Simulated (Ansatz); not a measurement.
**A convergence test on Cs3Bi2Br9 (P-3m1): k mesh of the hybrid**

Wanted: the cheapest k mesh of the hybrid that holds the HSE06 gap of Cs3Bi2Br9 (P-3m1).

Main program and level: Ansatz 0.2.0; DFT, HSE06, plane waves, PAW.

### Step 1. Starting point

The structure is trigonal, space group P-3m1 (No. 164). The conventional cell has a = 7.972 Å, b = 7.972 Å, c = 9.867 Å, α = 90.00°, β = 90.00°, γ = 120.00°. Nearest to Cs lie 12 Br at 3.96 to 4.01 Å. Nearest to Cs lie 12 Br at 3.99 to 4.07 Å. Nearest to Bi lie 6 Br at 2.71 to 2.98 Å. Nearest to Br lie 2 Bi at 2.98 Å and 4 Cs at 3.99 to 4.01 Å. Nearest to Br lie 1 Bi at 2.71 Å and 4 Cs at 3.96 to 4.07 Å. Farther neighbours and most contacts between anions are not listed.

The cell and positions come from the Crystallography Open Database and are kept as given unless a step says otherwise. Spin-orbit coupling is left out unless a step names it. The default PAW set here is soft_2. Its files were made with PBE.

### Step 2. k mesh of the hybrid: 3×3×2

input.yaml reads:

```yaml
crystal:
  lattice:
    - [7.972, 0.0, 0.0]
    - [-3.986, 6.903954519, 0.0]
    - [0.0, 0.0, 9.867]
  atoms:
    - { symbol: Cs, position: [0.6666666667, 0.3333333333, 0.6669] }
    - { symbol: Cs, position: [0.3333333333, 0.6666666667, 0.3331] }
    - { symbol: Cs, position: [0.0, 0.0, 0.0] }
    - { symbol: Bi, position: [0.6666666667, 0.3333333333, 0.1918] }
    - { symbol: Bi, position: [0.3333333333, 0.6666666667, 0.8082] }
    - { symbol: Br, position: [0.5, 0.5, 0.0] }
    - { symbol: Br, position: [0.5, 0.0, 0.0] }
    - { symbol: Br, position: [0.0, 0.5, 0.0] }
    - { symbol: Br, position: [0.3353, 0.16765, 0.3394] }
    - { symbol: Br, position: [0.83235, 0.16765, 0.3394] }
    - { symbol: Br, position: [0.83235, 0.6647, 0.3394] }
    - { symbol: Br, position: [0.16765, 0.3353, 0.6606] }
    - { symbol: Br, position: [0.16765, 0.83235, 0.6606] }
    - { symbol: Br, position: [0.6647, 0.83235, 0.6606] }
kpoints:
  mp_grid: { grid: [3, 3, 2] }
  band_path:
    path:
      - [0.0, 0.0, 0.0]
      - [0.5, 0.0, 0.0]
      - [0.33333333, 0.33333333, 0.0]
      - [0.0, 0.0, 0.5]
      - [0.5, 0.0, 0.5]
      - [0.33333333, 0.33333333, 0.5]
      - [0.066666666, 0.066666666, 0.0]
    npoints: 1
hamiltonian:
  xc: hse06
scf:
  occupations: { method: fixed }
  n_extra_bands: 8
output:
  eigenvalues: true
  write_density: true
  write_potential: true
  elf: true
  volumetric_format: npy
```

Run with:

```bash
> ansatz run input.yaml --threads 3 --pin off --max-ram 92160MiB --backend cuda --events-out ev --progress --plain --runs-dir out --devices 1 --max-vram 13GiB
```

Numbers of over 12 decimals in the logs are rounded to 6 here.

Output:

```text
scf.n_extra_bands = 8 over 60 filled bands (N_el = 120.0): the run solves 68 bands
GPUs: using 1 of 1 available (devices: 1).
Engine: ansatz 0.2.0, x86_64-unknown-linux-gnu
Pseudopotentials: kind: paw
Pseudopotential: Cs, paw, valence charge 9, recommended cutoff 420 eV (normal), Cs.paw.azcp
Pseudopotential: Bi, paw, valence charge 15, recommended cutoff 420 eV (normal), Bi.paw.azcp
Pseudopotential: Br, paw, valence charge 7, recommended cutoff 420 eV (normal), Br.paw.azcp
Functional definition: HSE06
  parameter a = 0.25
  parameter omega = 0.11/bohr
  exchange = pbe_x - a*pbe_x_sr(omega) + a*exact_x_sr(omega)
  correlation = pbe_c
davidson cushion auto → on  (no smearing: the cushion is to keep the highest requested band from converging to the state above it; pin scf.eigensolver.cushion to override)
device memory: the entry about to start is reckoned to put 5.0 GiB on a device that reports 34.7 GiB free (of which the cap on the GPU budget leaves the run 13.0 GiB)
GPU FFT provider: cuFFT
GPU libraries: cuBLAS 13.8.2, cuFFT 12.4.0, cuSOLVER 12.3.4
Crystal: 14 atoms, lattice volume = 543.063 Å³
Basis set: ecut = 420 eV, 10647 PW (Γ)
Bands: 68, of which v1, the nominal top of the filled ones, is band 60 counted from 1 (59 counted from 0)
Symmetry: 12 space group operations
Space group: P-3m1 (ITA 164), of the structure as read, at distance tolerance 8.2e-5 Å
k-points: 6 of 18
Non-local potential: Cs, projectors of the file, l = 0: 3, l = 1: 2, l = 2: 2, l = 3: 2
Non-local potential: Bi, projectors of the file, l = 0: 2, l = 1: 2, l = 2: 2, l = 3: 2
Non-local potential: Br, projectors of the file, l = 0: 2, l = 1: 2, l = 2: 2
PAW form: soft (Blöchl's): semilocal exchange-correlation on the pseudo side does not see the compensation charge
PAW frozen core: Cs, regenerated for the run's functional, and the local potential with it (the file was generated under x = pbe(κ = 0.804, μ = 0.219515), c = pbe(β = 0.066725))
PAW frozen core: Bi, regenerated for the run's functional, and the local potential with it (the file was generated under x = pbe(κ = 0.804, μ = 0.219515), c = pbe(β = 0.066725))
PAW frozen core: Br, regenerated for the run's functional, and the local potential with it (the file was generated under x = pbe(κ = 0.804, μ = 0.219515), c = pbe(β = 0.066725))
PAW one-centre angular grid: Cs, 194 points (default); XC on 96 Gauss nodes
PAW one-centre angular grid: Bi, 590 points (default); XC on 64 Gauss nodes
PAW one-centre angular grid: Br, 110 points (default); XC on 64 Gauss nodes
Initial density: superposition of atomic densities (neutral atoms: chi_scale 0, normalization atom), corrected by the library's trained network
Initial wavefunctions: pseudopotential atomic-orbital guess
GPU buffer pool allocated for 209952 grid points (all kernels)
GPU transforms: local potential and band sums: pruned to the plane-wave sphere, on 54×54×72
Functional: x = pbe(κ = 0.804, μ = 0.219515), c = pbe(β = 0.066725), warm-up for x = pbe(κ = 0.804, μ = 0.219515) + 0.25 (exact − pbe) at short range (hse, ω = 0.207870 Å⁻¹), c = pbe(β = 0.066725); HSE06 as pw.x's `hse` composes it (authors' and Libxc's form: `xc: wpbeh`)
SCF iter   1: F=—  HF=-66871.639162 eV  |F-HF|=—  |Δ(HF+E_count)|=         —  Δρ=1.38e-3  dr2=1.60e-2  ethr=1.77e-3  ⟨swp⟩=14.5  Hψ=1837  notcnv=2
preconditioner: auto → none  [insulator: Δε(μ)=2.520 eV  Ē_g=9.586 eV  n_scr=96 (ndim 8)  ℏωp=15.4 eV  f_vac=0.034]
iter 2 solved again at ethr=1.22e-6 eV; its pass at ethr=1.34e-5 eV (dr2=1.46e-3 eV) is discarded
SCF iter   2: F=—  HF=-66871.644483 eV  |F-HF|=—  |Δ(HF+E_count)|=   5.32e-3  Δρ=3.79e-4  dr2=1.45e-3  ethr=1.22e-6  ⟨swp⟩=5.5  Hψ=2635  notcnv=0  defer=8
SCF iter   3: F=-66871.644364 eV  HF=-66871.644415 eV  |F-HF|=5.08e-5  |Δ(HF+E_count)|=   6.78e-5  Δρ=2.03e-4  dr2=2.88e-4  ethr=1.21e-6  ⟨swp⟩=5.5  Hψ=1154  notcnv=0  defer=2
SCF 1 stopped early in 3 iterations: F = -66871.644364 eV  dr2 = 2.88e-4
[...]
SCF iter   3: F=—  HF=-66911.257609 eV  |F-HF|=—  |Δ(HF+E_count)|=   4.25e-3  Δρ=8.43e-4  dr2=8.80e-3  ethr=2.40e-6  ⟨swp⟩=5.2  Hψ=1365  notcnv=0
SCF iter   4: F=—  HF=-66911.279408 eV  |F-HF|=—  |Δ(HF+E_count)|=   2.18e-2  Δρ=5.64e-4  dr2=2.44e-3  ethr=2.40e-6  ⟨swp⟩=4.0  Hψ=1383  notcnv=0
SCF iter   5: F=—  HF=-66911.278700 eV  |F-HF|=—  |Δ(HF+E_count)|=   7.08e-4  Δρ=8.99e-5  dr2=1.05e-4  ethr=1.90e-6  ⟨swp⟩=3.0  Hψ=955  notcnv=0
SCF iter   6: F=—  HF=-66911.279123 eV  |F-HF|=—  |Δ(HF+E_count)|=   4.23e-4  Δρ=7.46e-5  dr2=9.38e-5  ethr=4.57e-8  ⟨swp⟩=5.0  Hψ=1529  notcnv=0
SCF iter   7: F=-66911.279100 eV  HF=-66911.279100 eV  |F-HF|=7.03e-7  |Δ(HF+E_count)|=   2.25e-5  Δρ=1.53e-5  dr2=3.32e-6  ethr=4.57e-8  ⟨swp⟩=4.0  Hψ=1136  notcnv=0
SCF 2 stopped early in 7 iterations: F = -66911.279100 eV  dr2 = 3.32e-6
hybrid outer 1: dexx = +2.742e-2 eV, tail = 9.11e-5 eV
GPU FFT provider: cuFFT
GPU libraries: cuBLAS 13.8.2, cuFFT 12.4.0, cuSOLVER 12.3.4
GPU buffer pool allocated for 209952 grid points (all kernels)
GPU transforms: local potential and band sums: pruned to the plane-wave sphere, on 54×54×72
Exchange kernel: α = 0.2500, screened, ω = 0.2079 Å⁻¹, Wigner–Seitz truncation, v(0) = 1046.1558 eV·Å³, q-mesh 3×3×2, nearest image of the exchange supercell L = 19.73 Å, pair-density grid 36×36×45, without the augmentation charges, whose exchange is taken in its separable form by FFT convolution over the k-point mesh (sized by the pseudopotential files, 48×48×72 at the most), smooth part of the exact exchange by density-matrix convolution in up to 7.12 GiB of GPU memory as planned if the GPU has room (build and FFT work areas not counted)
Frozen-core exchange: fock
SCF iter   1: F=—  HF=-66911.280791 eV  |F-HF|=—  |Δ(HF+E_count)|=         —  Δρ=2.76e-5  dr2=5.62e-6  ethr=3.80e-7  ⟨swp⟩=3.0  Hψ=1119  notcnv=0
preconditioner: auto → none  [insulator: Δε(μ)=3.236 eV  Ē_g=11.001 eV  n_scr=96 (ndim 8)  ℏωp=15.4 eV  f_vac=0.037]
iter 2 solved again at ethr=3.40e-10 eV; its pass at ethr=3.97e-9 eV (dr2=4.08e-7 eV) is discarded
SCF iter   2: F=—  HF=-66911.280791 eV  |F-HF|=—  |Δ(HF+E_count)|=   1.76e-7  Δρ=1.35e-5  dr2=5.40e-7  ethr=3.40e-10  ⟨swp⟩=3.3  Hψ=2259  notcnv=0
SCF iter   3: F=—  HF=-66911.280792 eV  |F-HF|=—  |Δ(HF+E_count)|=   7.91e-7  Δρ=4.57e-6  dr2=1.67e-7  ethr=3.40e-10  ⟨swp⟩=5.3  Hψ=1307  notcnv=0  defer=1
SCF iter   4: F=-66911.280792 eV  HF=-66911.280792 eV  |F-HF|=1.13e-8  |Δ(HF+E_count)|=   4.80e-8  Δρ=1.26e-6  dr2=1.63e-8  ethr=1.30e-10  ⟨swp⟩=3.5  Hψ=1113  notcnv=0
SCF 3 converged in 4 iterations: F = -66911.280792 eV  dr2 = 1.63e-8
hybrid outer 2: dexx = +1.512e-6 eV, tail = 7.40e-8 eV, Δε = 1.54e-3 eV (about 4.23e-5 eV left of the loop's levels)
device memory: the entry about to start is reckoned to put 1.9 GiB on a device that reports 36.8 GiB free (of which the cap on the GPU budget leaves the run 13.0 GiB)
NSCF: frozen V_eff on 7 k-points
hybrid SCF converged: 2 outer / 11 inner (+3 warm-up), last move |dexx| = 1.51e-6 eV, tail = 7.40e-8 eV
Stability not checked: this state was not tested for a lower state beside it, because the functional holds exact exchange (a hybrid, or Hartree-Fock), whose exchange loop this test does not read (fock_operator; see scf.lower_state_search)
Free energy (F): -66911.280792 eV
Frozen-core exchange: fock
Harris-Foulkes:  -66911.280792 eV  (|F-HF|=1.13e-8)
Internal energy: -66911.280792 eV  (E = F + TS)
E sigma→0 (E₀):  -66911.280792 eV
Fermi energy:    2.470859 eV
--- Per-component energies (eV) ---
  E_band       = -875.266123
  E_kinetic    = 2223.845747
  E_local      = -7371.179639  (includes V_loc(G=0)·N_el)
  E_nonlocal   = 1849.989106
  E_hartree    = 2465.974003
  E_xc         = -2538.707874
  E_vxc        = -1285.011765  (∫ρ·V_xc dr)
  E_exx        = -237.218141  (= α·E_x^exact, valence–valence)
  E_paw        = -57217.602348  (= ΣΔE_a)
  E_vpaw       = -750.420259  (= ΣTr[D̂ρ^β])
  E_aug_tail   = -0.000867  (compensation charges beyond the density's cutoff)
  E_ewald      = -6082.941322
  E_core_change = -3.439459  (= ΣΔE_core)
  E_smearing   = -0.000000  (= −TS)
  E_closure    = -0.000000  (closes the sum)
  Σ components = -66911.280792   (vs F -66911.280792, Δ=-1.46e-11)
--- Band table (eV; the first three rows and the last of 6) ---
  k-point 0: bands = [... 56 lower, 1.4073, 1.4073, 1.4347, 2.4709, 5.7067, 6.4331, 6.4331, 7.6042, ... 4 higher]
  k-point 1: bands = [... 56 lower, 1.5816, 1.5816, 1.5823, 1.9504, 5.9301, 5.9301, 5.9750, 7.5405, ... 4 higher]
  k-point 2: bands = [... 56 lower, 1.3026, 1.4544, 1.5437, 2.3436, 6.2208, 6.3838, 6.4756, 7.5072, ... 4 higher]
  k-point 5: bands = [... 56 lower, 1.2052, 1.2052, 2.0593, 2.0593, 6.5450, 6.5450, 6.5634, 7.3009, ... 4 higher]
```

Elapsed: 70 s, on 1 × NVIDIA H100 80GB HBM3 (shared by 6 runs) with 3 threads of AMD EPYC 7R13 (Zen 3), shared host; peak memory 1.9 GiB.

This step gave:

* gap: 3.232 eV
* valence top at: k = (0.067, 0.067, 0.000)
* conduction bottom at: Γ
* least direct gap: 3.236 eV
* exact-exchange fraction: 0.25

The gap is indirect, with the least direct gap 0.003 eV higher.

### Step 3. k mesh of the hybrid: 6×6×2

Changes to input.yaml since step 2:

```diff
@@ -21,3 +21,3 @@
 kpoints:
-  mp_grid: { grid: [3, 3, 2] }
+  mp_grid: { grid: [6, 6, 2] }
   band_path:
```

Output:

```text
[...]
GPUs: using 1 of 1 available (devices: 1).
[...]
GPU FFT provider: cuFFT
GPU libraries: cuBLAS 13.8.2, cuFFT 12.4.0, cuSOLVER 12.3.4
Crystal: 14 atoms, lattice volume = 543.063 Å³
Basis set: ecut = 420 eV, 10647 PW (Γ)
Bands: 68, of which v1, the nominal top of the filled ones, is band 60 counted from 1 (59 counted from 0)
[... 1 set-up line as in the run before ...]
[...]
k-points: 14 of 72
[...]
E sigma→0 (E₀):  -66911.282482 eV
Fermi energy:    2.470566 eV
[...]
--- Band table (eV; the first three rows and the last of 14) ---
  k-point 0: bands = [... 56 lower, 1.4071, 1.4071, 1.4346, 2.4706, 5.7065, 6.4332, 6.4332, 7.6041, ... 4 higher]
  k-point 1: bands = [... 56 lower, 1.5814, 1.5814, 1.5822, 1.9500, 5.9302, 5.9302, 5.9747, 7.5404, ... 4 higher]
  k-point 2: bands = [... 56 lower, 1.3197, 1.4016, 1.4855, 2.4692, 5.9413, 6.3602, 6.4146, 7.5776, ... 4 higher]
  k-point 13: bands = [... 56 lower, 1.2051, 1.2051, 2.0593, 2.0593, 6.5450, 6.5450, 6.5633, 7.3008, ... 4 higher]
[key lines of the parts left out:]
Free energy (F): -66911.282482 eV
```

It took 3.4 min on 1 × NVIDIA H100 80GB HBM3 (shared by 6 runs) with 3 threads; peak memory 3 GiB.

This step gave:

| Item | Value |
| --- | --- |
| gap | 3.232 eV |
| valence top at | k = (0.067, 0.067, 0.000) |
| conduction bottom at | Γ |
| least direct gap | 3.236 eV |

The gap is 3.232 eV, as in the run before at this level.

### Step 4. The series

Differences are against the last row; a negative gap means that bands overlap, and a run with a band path holds that path's time. Times are wall times on 1 × NVIDIA H100 80GB HBM3 (shared by 6 runs) with 3 threads of AMD EPYC 7R13 (Zen 3), shared host, good to a factor of about two.

```csv
k mesh of the hybrid,gap (eV),direct gap (eV),gap error (eV),energy error (meV/atom),irreducible k,time
3×3×2,3.232,3.236,+0.000,+0.1,6,70 s
6×6×2,3.232,3.236,+0.000,+0.0,14,3.4 min
```

### Step 5. Summary of results

```
3×3×2 : 3.232 eV
6×6×2 : 3.232 eV
```

What this shows: The gap holds to 0.02 eV from 3×3×2 on, the cheapest setting tried. At 3×3×2 the gap is off by +0.000 eV and the energy by +0 meV/atom. The gap is read over the mesh and added points near the edges, so meshes differ mainly through the density and, for a hybrid, the exchange operator.

[Paths, hosts, dates, memory and timing lines, banners, echoed tables and standing remarks are left out of the program output.]

[Logs are printed without paths, hosts, clocks, repeated set-up lines and the standing remarks that a program may print on its own settings, such as how far it seeks lower states.]

[Runs of the session that timed out or met a known fault of the program may be left out.]

[Cells called generated may have been cut or substituted from an entry of the Crystallography Open Database or the Materials Project.]

[Hosts, paths, dates, database ids (printed as entryN), source tags and the programs' standing remarks are cut or masked in the printed files.]
